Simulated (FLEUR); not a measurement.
Records of electronic-structure calculations.

## Magnetic state of MnO2 (Pyrolusite) from several starts

It takes space group P4_2/mnm (No. 136, tetragonal). The conventional cell has a = 4.398 Å, b = 4.398 Å, c = 2.873 Å, α = 90.00°, β = 90.00°, γ = 90.00°. Nearest to Mn lie 6 O at 1.88 to 1.90 Å. Nearest to O lie 3 Mn at 1.88 to 1.90 Å. Farther neighbours and most contacts between anions are not listed.

```yaml
method: PBE with U = 4 eV on Mn d; all-electron FLAPW, Dirac cores, scalar-relativistic bands
program: FLEUR MaX-R8.1
settings_of_one_run: kmax 4.4 1/bohr, gmax 13.2 1/bohr, muffin tin radii Mn: 2.21, O: 1.25 bohr, lmax Mn: [8, 6], O: [6, 4], hist occupations, smearing width 0.05 eV, mixer Anderson, mixing 0.05, max iterations 120, stop 0.0001 me/bohr³, collinear spin, 8×8×8 k-mesh, double counting FLL, mesh matched on, starting moments 4.5 -4.5 0 0 0 0 μB
cost: 7 runs, 89 min in all on 4 MPI ranks of Arm Neoverse V1, shared host (the runs of this entry)
notes: Only 7 starts were tried; other patterns of signs, canted and longer-period orders were not.
lowest_state_found: antiferromagnetic (initial antiferro +-)
largest_site_spin_moment: 2.88 μB
next_finished_state: antiferromagnetic, 2.01 meV a seeded atom higher
spinless_run_over_the_lowest_under_a_u_no_clean_measure_of_the_moments: 2363 meV a seeded atom
```

The lowest state found is antiferromagnetic, reached from the start antiferro +-, with moments up to 2.88 μB. The two lowest states lie so close that the mesh, the functional or spin–orbit coupling could swap them.

[Logs and program files are shortened in this print: banners, set-up blocks, solver, clock and traceback lines can be left out without a mark of their own.]

[Logs are printed without paths, hosts, clocks, repeated set-up lines and the standing remarks that a program may print on its own settings, such as how far it seeks lower states.]

[Hosts, paths, dates, database ids (printed as entryN), source tags and the programs' standing remarks are cut or masked in the printed files.]

[Where a cell is said to come from a database of computed structures, the database is the Materials Project.]
